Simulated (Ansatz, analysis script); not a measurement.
### Easy axis and orbital moments of a zigzag Os chain, bond 2.672 Å

The cell holds 2 atoms: 2 Os. Its edges and angles: a = 12.000 Å, b = 12.000 Å, c = 3.206 Å, α = 90.0°, β = 90.0°, γ = 90.0°. An idealised lattice of chosen spacing, in vacuum. Vacuum lies along a and b. The structure's axis is c.

```xyz
2
Lattice="12.0000 0.0000 0.0000 0.0000 12.0000 0.0000 0.0000 0.0000 3.2064" Properties=species:S:1:pos:R:3
Os    4.9312    6.0000    0.0000
Os    7.0688    6.0000    1.6032
```

```yaml
method: PBEsol, PAW set soft_1 (files made for PBE); spinors with self-consistent spin–orbit coupling, one run a direction (and 3 further levels or steps)
program: Ansatz 0.2.0 and analysis script 1
settings_of_one_run: cutoff 420 eV, 1×1×58 k-mesh, Fermi-Dirac occupations, smearing width 0.1 eV, starting moments 1.97 1.97 μB
notes: The size of the anisotropy is not settled between the levels. All of this holds for the ferromagnetic order, the only one run; whether the real compound orders so is not tested. The cell was taken as built, with atoms unrelaxed. In doubt: the program’s search for lower states was switched off, so a lower magnetic state than those reached may exist.
easy_direction_among_those_tried_spin_orbit_part: across, y
hardest_less_easiest_direction_mesh_1x1x58: 47.0 meV a cell of 2 atoms
orbital_moment_of_os_no_1_along_its_axis_moments_across_y: 0.305 μB
```

The easy direction among those tried is across, y, by 47.0 meV a cell against the hardest one tried, on the mesh 1x1x58. All levels agree on the spin–orbit part's easy direction.

[Logs and program files are shortened in this print: banners, set-up blocks, solver, clock and traceback lines can be left out without a mark of their own.]

[Logs are printed without paths, hosts, clocks, repeated set-up lines and the standing remarks that a program may print on its own settings, such as how far it seeks lower states.]

[Hosts, paths, dates, database ids (printed as entryN), source tags and the programs' standing remarks are cut or masked in the printed files.]
